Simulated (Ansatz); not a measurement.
**Decaying states in the gap of TeWF4**

Wanted: the relaxed cell of TeWF4, its band edges and its decay constants. It is built by putting Te for O in the WOF4 structure of space group I4, with the volume rescaled by atomic radii. The parent structure comes from the Materials Project.

Calculated with Ansatz 0.2.0; PBEsol DFT, plane waves, PAW files, in the first sound run; inputs show where later runs differ.

The structure was built from a prototype and need not be the compound's stable phase.

## (1) The structure

The structure is tetragonal, space group I4 (No. 79). The conventional cell has a = 7.138 Å, b = 7.138 Å, c = 4.315 Å, α = 90.00°, β = 90.00°, γ = 90.00°. Nearest to W lie 2 Te at 1.90 to 2.42 Å and 4 F at 2.03 Å. Nearest to Te lie 2 W at 1.90 to 2.42 Å. Nearest to F lie 1 W at 2.03 Å. It derives from WOF4. Te for O in the WOF4 structure of space group I4. Farther neighbours and most contacts between anions are not listed.

## (2) Cell and atoms at rest

The substituted atoms don't fit the parent's cell, so cell and atoms relax together. A small smearing keeps the run stable in case the gap closes on the way.

Input file input.yaml:

```yaml
crystal:
  lattice:
    - [-3.5691448246, 3.5691448246, 2.1575119315]
    - [3.5691448246, -3.5691448246, 2.1575119315]
    - [3.5691448246, 3.5691448246, -2.1575119315]
  atoms:
    - { symbol: W, position: [0.99858317, 0.99858317, 0.0] }
    - { symbol: Te, position: [0.55934026, 0.55934026, 0.0] }
    - { symbol: F, position: [0.34378534, 0.99101111, 0.18330466] }
    - { symbol: F, position: [0.99101111, 0.80770645, 0.64722577] }
    - { symbol: F, position: [0.16048068, 0.34378534, 0.35277423] }
    - { symbol: F, position: [0.80770645, 0.16048068, 0.81669534] }
kpoints:
  mp_grid: { grid: [6, 6, 6] }
scf:
  occupations: { method: gaussian, width: 0.03 }
hamiltonian:
  xc: pbesol
output:
  forces: true
  stress: true
relax:
  f_tol: 0.02
  max_steps: 60
  cell: {}
```

On the command line:

```sh
$ ansatz run input.yaml --threads 2 --pin off --max-ram 4096MiB --backend cpu --events-out ev --progress --plain --runs-dir out
```

Numbers of over 12 decimals in the logs are rounded to 6 here.

What it wrote:

```text
Engine: ansatz 0.2.0, aarch64-unknown-linux-gnu
Pseudopotentials: kind: paw
Pseudopotential: W, paw, valence charge 14, recommended cutoff 420 eV (normal), W.paw.azcp
Pseudopotential: Te, paw, valence charge 16, recommended cutoff 420 eV (normal), Te.paw.azcp
Pseudopotential: F, paw, valence charge 7, recommended cutoff 420 eV (normal), F.paw.azcp
Functional definition: PBEsol
  exchange = pbesol_x
  correlation = pbesol_c
Crystal: 6 atoms, lattice volume = 109.936 Å³
Basis set: ecut = 420 eV, 2155 PW (Γ), exchange–correlation on 80×80×80 points (8 copies of the dense FFT grid, shifted against one another)
Bands: 35, of which v1, the nominal top of the filled ones, is band 29 counted from 1 (28 counted from 0)
Symmetry: 4 space group operations
Space group: I4 (ITA 79), of the structure as read, at distance tolerance 4.8e-5 Å
k-points: 36 of 216 (time reversal used)
Non-local potential: W, projectors of the file, l = 0: 3, l = 1: 2, l = 2: 2, l = 3: 1
Non-local potential: Te, projectors of the file, l = 0: 2, l = 1: 2, l = 2: 2, l = 3: 2
Non-local potential: F, projectors of the file, l = 0: 2, l = 1: 2, l = 2: 1
PAW form: soft (Blöchl's): semilocal exchange-correlation on the pseudo side does not see the compensation charge
PAW frozen core: W, regenerated for the run's functional, and the local potential with it (the file was generated under x = pbe(κ = 0.804, μ = 0.219515), c = pbe(β = 0.066725))
PAW frozen core: Te, regenerated for the run's functional, and the local potential with it (the file was generated under x = pbe(κ = 0.804, μ = 0.219515), c = pbe(β = 0.066725))
PAW frozen core: F, regenerated for the run's functional, and the local potential with it (the file was generated under x = pbe(κ = 0.804, μ = 0.219515), c = pbe(β = 0.066725))
PAW one-centre angular grid: W, 590 points (default); XC on 64 Gauss nodes
PAW one-centre angular grid: Te, 590 points (default); XC on 64 Gauss nodes
PAW one-centre angular grid: F, 110 points (default); XC on 64 Gauss nodes
Initial density: superposition of atomic densities (neutral atoms: chi_scale 0, normalization atom), corrected by the library's trained network
Initial wavefunctions: pseudopotential atomic-orbital guess
Functional: x = pbesol(κ = 0.804, μ = 0.123457), c = pbesol(β = 0.046)
SCF iter   1: F=—  HF=-20350.616888 eV  |F-HF|=—  |Δ(HF+E_count)|=         —  Δρ=2.19e-2  dr2=6.89e-1  ethr=1.77e-3  ⟨swp⟩=7.5  Hψ=6189  notcnv=0  defer=7
preconditioner: auto → Resta (q_TF=auto, 2.452 Å⁻¹)  ε∞=4.7  [insulator: Δε(μ)=0.213 eV  Ē_g=11.611 eV  σ=0.030 eV  W_gap=1.00  n_scr=32 (ndim 8)  ℏωp=22.4 eV  f_vac=0.229  D(μ)=0.00/eV (n_scr^D=0)  ε∞_Penn≈4.7]
SCF iter   2: F=—  HF=-20350.506125 eV  |F-HF|=—  |Δ(HF+E_count)|=   1.11e-1  Δρ=1.15e-2  dr2=1.09e-1  ethr=1.19e-3  ⟨swp⟩=3.8  Hψ=2372  notcnv=0  defer=36
SCF iter   3: F=—  HF=-20350.484254 eV  |F-HF|=—  |Δ(HF+E_count)|=   2.19e-2  Δρ=4.69e-3  dr2=2.59e-2  ethr=1.89e-4  ⟨swp⟩=2.1  Hψ=1928  notcnv=0  defer=36
SCF iter   4: F=—  HF=-20350.477962 eV  |F-HF|=—  |Δ(HF+E_count)|=   6.29e-3  Δρ=1.50e-3  dr2=3.06e-3  ethr=4.47e-5  ⟨swp⟩=2.1  Hψ=1985  notcnv=0  defer=36
SCF iter   5: F=—  HF=-20350.477327 eV  |F-HF|=—  |Δ(HF+E_count)|=   6.36e-4  Δρ=3.22e-4  dr2=1.81e-4  ethr=5.27e-6  ⟨swp⟩=2.2  Hψ=2182  notcnv=0  defer=35
SCF iter   6: F=—  HF=-20350.477420 eV  |F-HF|=—  |Δ(HF+E_count)|=   9.28e-5  Δρ=1.07e-4  dr2=2.51e-5  ethr=3.12e-7  ⟨swp⟩=2.1  Hψ=1801  notcnv=0  defer=35
SCF iter   7: F=—  HF=-20350.477440 eV  |F-HF|=—  |Δ(HF+E_count)|=   2.05e-5  Δρ=3.49e-5  dr2=1.38e-6  ethr=4.32e-8  ⟨swp⟩=2.0  Hψ=1948  notcnv=0  defer=35
SCF iter   8: F=—  HF=-20350.477442 eV  |F-HF|=—  |Δ(HF+E_count)|=   2.42e-6  Δρ=1.28e-5  dr2=1.83e-7  ethr=2.38e-9  ⟨swp⟩=2.0  Hψ=2236  notcnv=0  defer=35
SCF iter   9: F=-20350.477443 eV  HF=-20350.477443 eV  |F-HF|=1.98e-8  |Δ(HF+E_count)|=   1.46e-7  Δρ=2.36e-6  dr2=8.17e-9  ethr=1.72e-10  ⟨swp⟩=5.0  Hψ=5017  notcnv=0
SCF 1 converged in 9 iterations: F = -20350.477443 eV  dr2 = 8.17e-9
  greatest PAW one-centre occupation: 1.002 electrons in one spin orbital (limit 2), on the Te atom at site 1 (counted from 0), in its partial waves of l = 2
relax step   1: F+E_penalty+E_count = -20350.47744266 eV  Δ(F+E_penalty+E_count) = +0.000e0 eV  max|allowed force component| = 3.144e1 eV/Å  Δτ_max = 0.0000 Å  P = +33.278 GPa  Ω = 109.936 Å³  (9 SCF iters, dr2 threshold 1.00e-7 eV, accepted)
Crystal: 6 atoms, lattice volume = 113.715 Å³
Basis set: ecut = 420 eV, 2243 PW (Γ), exchange–correlation on 80×80×80 points (8 copies of the dense FFT grid, shifted against one another)
Initial density: handed on by an earlier stage of this run
Initial wavefunctions: those handed on with the density
SCF iter   1: F=—  HF=-20356.500199 eV  |F-HF|=—  |Δ(HF+E_count)|=         —  Δρ=4.78e-2  dr2=4.69e0  ethr=3.10e-3  ⟨swp⟩=7.3  Hψ=6069  notcnv=0
preconditioner: auto → Resta (q_TF=auto, 2.439 Å⁻¹)  ε∞=4.2  [insulator: Δε(μ)=0.232 eV  Ē_g=12.262 eV  σ=0.030 eV  W_gap=1.00  n_scr=32 (ndim 8)  ℏωp=22.0 eV  f_vac=0.256  D(μ)=0.00/eV (n_scr^D=0)  ε∞_Penn≈4.2]
SCF iter   2: F=—  HF=-20355.329779 eV  |F-HF|=—  |Δ(HF+E_count)|=    1.17e0  Δρ=2.41e-2  dr2=8.21e-1  ethr=3.10e-3  ⟨swp⟩=3.0  Hψ=2814  notcnv=0  defer=32
preconditioner: auto → LDOS  [metal: Δε(μ)=0.002 eV  Ē_g=11.749 eV  σ=0.030 eV  W_gap=0.05  n_scr=32 (ndim 8)  ℏωp=22.0 eV  f_vac=0.257  D(μ)=11.54/eV (n_scr^D=150)  β→1.0]
SCF iter   3: F=—  HF=-20355.217837 eV  |F-HF|=—  |Δ(HF+E_count)|=   1.12e-1  Δρ=1.85e-2  dr2=5.43e-1  ethr=1.42e-3  ⟨swp⟩=3.0  Hψ=2535  notcnv=0  defer=32
SCF iter   4: F=—  HF=-20355.142537 eV  |F-HF|=—  |Δ(HF+E_count)|=   7.53e-2  Δρ=4.26e-3  dr2=7.83e-3  ethr=9.36e-4  ⟨swp⟩=3.0  Hψ=1846  notcnv=0  defer=33
SCF iter   5: F=—  HF=-20355.146224 eV  |F-HF|=—  |Δ(HF+E_count)|=   3.69e-3  Δρ=1.71e-3  dr2=3.38e-3  ethr=1.35e-5  ⟨swp⟩=2.3  Hψ=2411  notcnv=0  defer=27
SCF iter   6: F=—  HF=-20355.146460 eV  |F-HF|=—  |Δ(HF+E_count)|=   2.35e-4  Δρ=6.73e-4  dr2=5.68e-4  ethr=5.82e-6  ⟨swp⟩=2.2  Hψ=1628  notcnv=0  defer=27
SCF iter   7: F=—  HF=-20355.146469 eV  |F-HF|=—  |Δ(HF+E_count)|=   9.65e-6  Δρ=3.91e-4  dr2=1.93e-4  ethr=9.79e-7  ⟨swp⟩=1.9  Hψ=1410  notcnv=0  defer=25
SCF iter   8: F=—  HF=-20355.146442 eV  |F-HF|=—  |Δ(HF+E_count)|=   2.77e-5  Δρ=8.56e-5  dr2=8.14e-6  ethr=3.33e-7  ⟨swp⟩=2.1  Hψ=1419  notcnv=0  defer=25
SCF iter   9: F=-20355.146443 eV  HF=-20355.146443 eV  |F-HF|=7.90e-9  |Δ(HF+E_count)|=   1.35e-6  Δρ=1.21e-5  dr2=1.14e-7  ethr=1.03e-9  ⟨swp⟩=4.3  Hψ=6057  notcnv=0
SCF 2 converged in 9 iterations: F = -20355.146443 eV  dr2 = 1.14e-7
[...]
relax step  38: F+E_penalty+E_count = -20360.36267156 eV  Δ(F+E_penalty+E_count) = +2.159e-3 eV  max|allowed force component| = 1.322e-1 eV/Å  Δτ_max = 0.0119 Å  P = -0.094 GPa  Ω = 150.092 Å³  energy of the carried Pulay correction = -2.883e-3 eV  (7 SCF iters, dr2 threshold 1.04e-7 eV, accepted)
relax step  39: F+E_penalty+E_count = -20360.35955610 eV  Δ(F+E_penalty+E_count) = +3.115e-3 eV  max|allowed force component| = 4.305e-2 eV/Å  Δτ_max = 0.0198 Å  P = +0.034 GPa  Ω = 151.576 Å³  energy of the carried Pulay correction = -6.678e-3 eV  (7 SCF iters, dr2 threshold 6.00e-7 eV, accepted)
relax step  40: F+E_penalty+E_count = -20360.35870274 eV  Δ(F+E_penalty+E_count) = +8.534e-4 eV  max|allowed force component| = 4.119e-2 eV/Å  Δτ_max = 0.0044 Å  P = -0.019 GPa  Ω = 151.908 Å³  energy of the carried Pulay correction = -7.557e-3 eV  (6 SCF iters, dr2 threshold 1.16e-7 eV, accepted)
relax step  41: F+E_penalty+E_count = -20360.35857413 eV  Δ(F+E_penalty+E_count) = +1.286e-4 eV  max|allowed force component| = 7.888e-4 eV/Å  Δτ_max = 0.0018 Å  P = -0.001 GPa  Ω = 151.969 Å³  energy of the carried Pulay correction = -7.714e-3 eV  (5 SCF iters, dr2 threshold 1.06e-7 eV, accepted)
relax step  42: F+E_penalty+E_count = -20360.36712120 eV  Δ(F+E_penalty+E_count) = -8.547e-3 eV  max|allowed force component| = 4.125e-4 eV/Å  Δτ_max = 0.0000 Å  P = +0.030 GPa  Ω = 151.969 Å³  stress off target by 9.47e-2 GPa  SCF on the basis re-selected at this cell (its energy is not comparable with the rows above)  (8 SCF iters)
relax step  43: F+E_penalty+E_count = -20360.36470313 eV  Δ(F+E_penalty+E_count) = +2.418e-3 eV  max|allowed force component| = 2.306e-3 eV/Å  Δτ_max = 0.0115 Å  P = +0.007 GPa  Ω = 153.161 Å³  energy of the carried Pulay correction = -2.839e-3 eV  (8 SCF iters, dr2 threshold 2.24e-8 eV, accepted)
relax step  44: F+E_penalty+E_count = -20360.36383531 eV  Δ(F+E_penalty+E_count) = +8.678e-4 eV  max|allowed force component| = 1.445e-3 eV/Å  Δτ_max = 0.0034 Å  P = +0.001 GPa  Ω = 153.521 Å³  energy of the carried Pulay correction = -3.730e-3 eV  (9 SCF iters, accepted)
relax step  45: F+E_penalty+E_count = -20360.36779358 eV  Δ(F+E_penalty+E_count) = -3.958e-3 eV  max|allowed force component| = 1.307e-3 eV/Å  Δτ_max = 0.0000 Å  P = +0.016 GPa  Ω = 153.521 Å³  stress off target by 5.83e-2 GPa  SCF on the basis re-selected at this cell (its energy is not comparable with the rows above)  (7 SCF iters)
relax step  46: F+E_penalty+E_count = -20360.36602977 eV  Δ(F+E_penalty+E_count) = +1.764e-3 eV  max|allowed force component| = 1.404e-3 eV/Å  Δτ_max = 0.0087 Å  P = +0.002 GPa  Ω = 154.345 Å³  energy of the carried Pulay correction = -1.943e-3 eV  (8 SCF iters, dr2 threshold 8.49e-9 eV, accepted)
relax step  47: F+E_penalty+E_count = -20360.36577049 eV  Δ(F+E_penalty+E_count) = +2.593e-4 eV  max|allowed force component| = 1.660e-4 eV/Å  Δτ_max = 0.0015 Å  P = -0.001 GPa  Ω = 154.452 Å³  energy of the carried Pulay correction = -2.207e-3 eV  (8 SCF iters, accepted)
iter 1 solved again at ethr=1.49e-6 eV; its pass at ethr=3.10e-3 eV (dr2=8.67e-4 eV) is discarded
SCF iter   1: F=—  HF=-20360.367895 eV  |F-HF|=—  |Δ(HF+E_count)|=         —  Δρ=8.03e-5  dr2=1.06e-6  ethr=1.49e-6  ⟨swp⟩=3.0  Hψ=8881  notcnv=0
eigensolver tolerance schedule: the retry pair's looser diagonalisation over-reported the residual by 819.70 of it (diagonalisation noise at 0.65 of the residual, at the tolerance the schedule requests for it); recorded, not acted on — ethr = c·dr2/N_el stays at c = 1.0e-1
preconditioner: auto → Resta (q_TF=auto, 2.317 Å⁻¹)  ε∞=5.0  [insulator: Δε(μ)=2.419 eV  Ē_g=8.474 eV  σ=0.030 eV  W_gap=1.00  n_scr=34 (ndim 8)  ℏωp=16.9 eV  f_vac=0.331  D(μ)=0.00/eV (n_scr^D=0)  ε∞_Penn≈5.0]
SCF iter   2: F=—  HF=-20360.368076 eV  |F-HF|=—  |Δ(HF+E_count)|=   1.81e-4  Δρ=3.79e-5  dr2=3.34e-7  ethr=1.82e-9  ⟨swp⟩=2.4  Hψ=2322  notcnv=0
SCF iter   3: F=—  HF=-20360.368130 eV  |F-HF|=—  |Δ(HF+E_count)|=   5.40e-5  Δρ=1.72e-5  dr2=5.09e-8  ethr=5.76e-10  ⟨swp⟩=2.0  Hψ=1775  notcnv=0
SCF iter   4: F=—  HF=-20360.368142 eV  |F-HF|=—  |Δ(HF+E_count)|=   1.19e-5  Δρ=2.27e-6  dr2=1.67e-8  ethr=8.78e-11  ⟨swp⟩=2.0  Hψ=1980  notcnv=0
SCF iter   5: F=—  HF=-20360.368142 eV  |F-HF|=—  |Δ(HF+E_count)|=   9.32e-9  Δρ=5.59e-7  dr2=3.90e-10  ethr=2.88e-11  ⟨swp⟩=1.6  Hψ=1280  notcnv=0
SCF iter   6: F=—  HF=-20360.368142 eV  |F-HF|=—  |Δ(HF+E_count)|=  4.15e-10  Δρ=1.42e-7  dr2=6.05e-11  ethr=1.00e-12  ⟨swp⟩=5.4  Hψ=5123  notcnv=0
SCF iter   7: F=-20360.368142 eV  HF=-20360.368142 eV  |F-HF|=1.09e-11  |Δ(HF+E_count)|=  5.82e-11  Δρ=5.50e-8  dr2=7.25e-12  ethr=1.00e-12  ⟨swp⟩=4.2  Hψ=4040  notcnv=0
SCF 48 converged in 7 iterations: F = -20360.368142 eV  dr2 = 7.25e-12
relax step  48: F+E_penalty+E_count = -20360.36814219 eV  Δ(F+E_penalty+E_count) = -2.372e-3 eV  max|allowed force component| = 3.261e-4 eV/Å  Δτ_max = 0.0000 Å  P = +0.008 GPa  Ω = 154.452 Å³  stress off target by 3.77e-2 GPa  SCF on the basis re-selected at this cell (its energy is not comparable with the rows above)  (7 SCF iters)
basis re-selected at this cell: Δ(F+E_penalty+E_count) = -2.372e-3 eV, ΔP = +0.009 GPa vs the last step (what re-selecting the basis moved, of the pressure what is left beyond the Pulay correction that the steps carried, after the strain that the cell walked since its last selection, with what the two solves' SCF thresholds leave and, on support functions, any second-order correction that the steps lacked; it is no m [...]
SCF converged after 7 iterations
Free energy (F): -20360.368142 eV
Harris-Foulkes:  -20360.368142 eV  (|F-HF|=1.09e-11)
Internal energy: -20360.368142 eV  (E = F + TS)
E sigma→0 (E₀):  -20360.368142 eV
Fermi energy:    2.537632 eV
--- Per-component energies (eV) ---
  E_band       = -976.469937
  E_kinetic    = 1444.591179
  E_local      = -6967.350894  (includes V_loc(G=0)·N_el)
  E_nonlocal   = -11.114379
  E_hartree    = 3032.487928
  E_xc         = -696.376149
  E_vxc        = -739.155117  (∫ρ·V_xc dr)
  E_paw        = -13793.692831  (= ΣΔE_a)
  E_vpaw       = -768.424533  (= ΣTr[D̂ρ^β])
  E_aug_tail   = 0.007880  (compensation charges beyond the density's cutoff)
  E_ewald      = -3369.687254
  E_core_change = 0.766378  (= ΣΔE_core)
  E_smearing   = -0.000000  (= −TS)
  E_closure    = 0.000000  (closes the sum)
  Σ components = -20360.368142   (vs F -20360.368142, Δ=0.00e0)
--- Forces (eV/Å), atoms counted from 1 ---
  atom   1  W      0.00000000     0.00000000    -0.00023183
  atom   2  Te     0.00000000     0.00000000     0.00003224
  atom   3  F     -0.00002009     0.00032606     0.00004998
  atom   4  F     -0.00032606    -0.00002009     0.00004998
  atom   5  F      0.00032606     0.00002009     0.00004998
  atom   6  F      0.00002009    -0.00032606     0.00004998
  max |Σ_I F_I| component: 3.53e-7 eV/Å
--- Stress (GPa, compression-positive) ---
       -0.006341       0.000000       0.000000
       -0.000000      -0.006341       0.000000
        0.000000       0.000000       0.037700
  P = ⅓ Tr σ = 0.0083 GPa (0.083 kbar)
--- Relaxed structure (41 steps of the walk, 40 accepted, 7 SCFs on fresh bases) ---
  F+E_penalty+E_count = -20360.36814219 eV   max|allowed force component| = 3.261e-4 eV/Å   (the final SCF, on the basis selected at the relaxed cell)
  cell:  # Å, volume = 154.4520 Å³
    - [-3.462759, 3.462759, 3.220245]
    - [3.462759, -3.462759, 3.220245]
    - [3.462759, 3.462759, -3.220245]
  atoms:
    - { symbol: W, position: [0.989291, 0.989291, 4.404677387335089e-19] }
    - { symbol: Te, position: [0.611693, 0.611693, 4.404677387335197e-19] }
    - { symbol: F, position: [0.323381, 1.065494, 0.258914] }
    - { symbol: F, position: [1.065494, 0.806580, 0.742113] }
    - { symbol: F, position: [0.064468, 0.323381, 0.257887] }
    - { symbol: F, position: [0.806580, 0.064468, 0.741086] }
```

Run time: 6.2 min. Hardware: 2 threads of Arm Neoverse V2, shared host; peak memory 0.46 GiB; 12 min of CPU time.

The steps of the relaxation (22 of 48):

```csv
step,energy less that of the first step (eV),largest force component (eV/Å),pressure (GPa),volume (Å³)
1,0.0000,31.4435,33.28,109.94
3,-7.3147,1.7726,7.04,117.31
5,-8.7069,2.9353,-1.88,113.87
8,-8.9748,0.2641,-1.07,115.04
10,-8.9799,0.0970,-0.01,114.44
12,-8.9847,0.0701,-0.24,113.55
14,-8.9877,0.0279,-0.11,113.07
17,-8.9879,0.0112,-0.01,113.13
19,-8.9882,0.0078,-0.02,113.08
21,-9.6294,0.1949,1.31,118.67
23,-9.6805,0.0426,-0.09,129.82
26,-9.6917,0.0068,0.00,128.33
28,-9.8365,0.0603,0.38,131.37
30,-9.8169,0.0524,0.06,140.72
32,-9.8111,0.0167,-0.04,141.81
35,-9.8645,0.0151,0.03,148.83
37*,-9.8874,0.0046,0.09,148.93
39,-9.8821,0.0430,0.03,151.58
41,-9.8811,0.0008,0.00,151.97
44,-9.8864,0.0014,0.00,153.52
46,-9.8886,0.0014,0.00,154.35
48*,-9.8907,0.0003,0.01,154.45
```

Relaxation steps marked * repeat the geometry before them on a plane-wave basis chosen anew for their cell, so energy and pressure can jump there. Other such steps can lie between the rows shown. Relaxation step 16 was tried and not accepted.

The run keeps the 4 symmetry operations that it works with, so distortions that break them were not tested.

```csv
cell as run,before,after,change
a (Å),5.489,5.861,+6.8 %
b (Å),5.489,5.861,+6.8 %
c (Å),5.489,5.861,+6.8 %
α (°),98.89,107.57,+8.8 %
β (°),98.89,107.57,+8.8 %
γ (°),133.71,113.34,-15.2 %
volume (Å³/atom),18.32,25.74,+40.5 %
```

The atoms that moved most (Å, as changes of fractional coordinates times the final cell):

```csv
atom,dx,dy,dz,length
F4,0.067,0.590,-0.069,0.598
F5,-0.067,-0.590,-0.069,0.598
F6,-0.590,0.067,-0.069,0.598
F3,0.590,-0.067,-0.069,0.598
Te2,0.000,0.000,0.337,0.337
W1,0.000,0.000,-0.060,0.060
```

Final coordinates:

```xyz
6
Lattice="-3.4628 3.4628 3.2202 3.4628 -3.4628 3.2202 3.4628 3.4628 -3.2202" Properties=species:S:1:pos:R:3 pbc="T T T"
W     0.0000    0.0000    6.3715
Te    0.0000    0.0000    3.9396
F     3.4663   -1.6732    3.6388
F     1.6732    3.4663    3.6388
F     1.7896   -0.0036    0.4185
F    -0.0036    5.1360    0.4185
```

Numbers from this step:

| Quantity | Value |
| --- | --- |
| free energy | -20360.3681 eV |
| Fermi energy | 2.538 eV |
| pressure | 0.008340 GPa |

The largest force component on a free atom ends at 3.3e-4 eV/Å.

[end of part 1 of 3]

[Logs are printed without paths, hosts, clocks, repeated set-up lines and the standing remarks that a program may print on its own settings, such as how far it seeks lower states.]

[Hosts, paths, dates, database ids (printed as entryN), source tags and the programs' standing remarks are cut or masked in the printed files.]
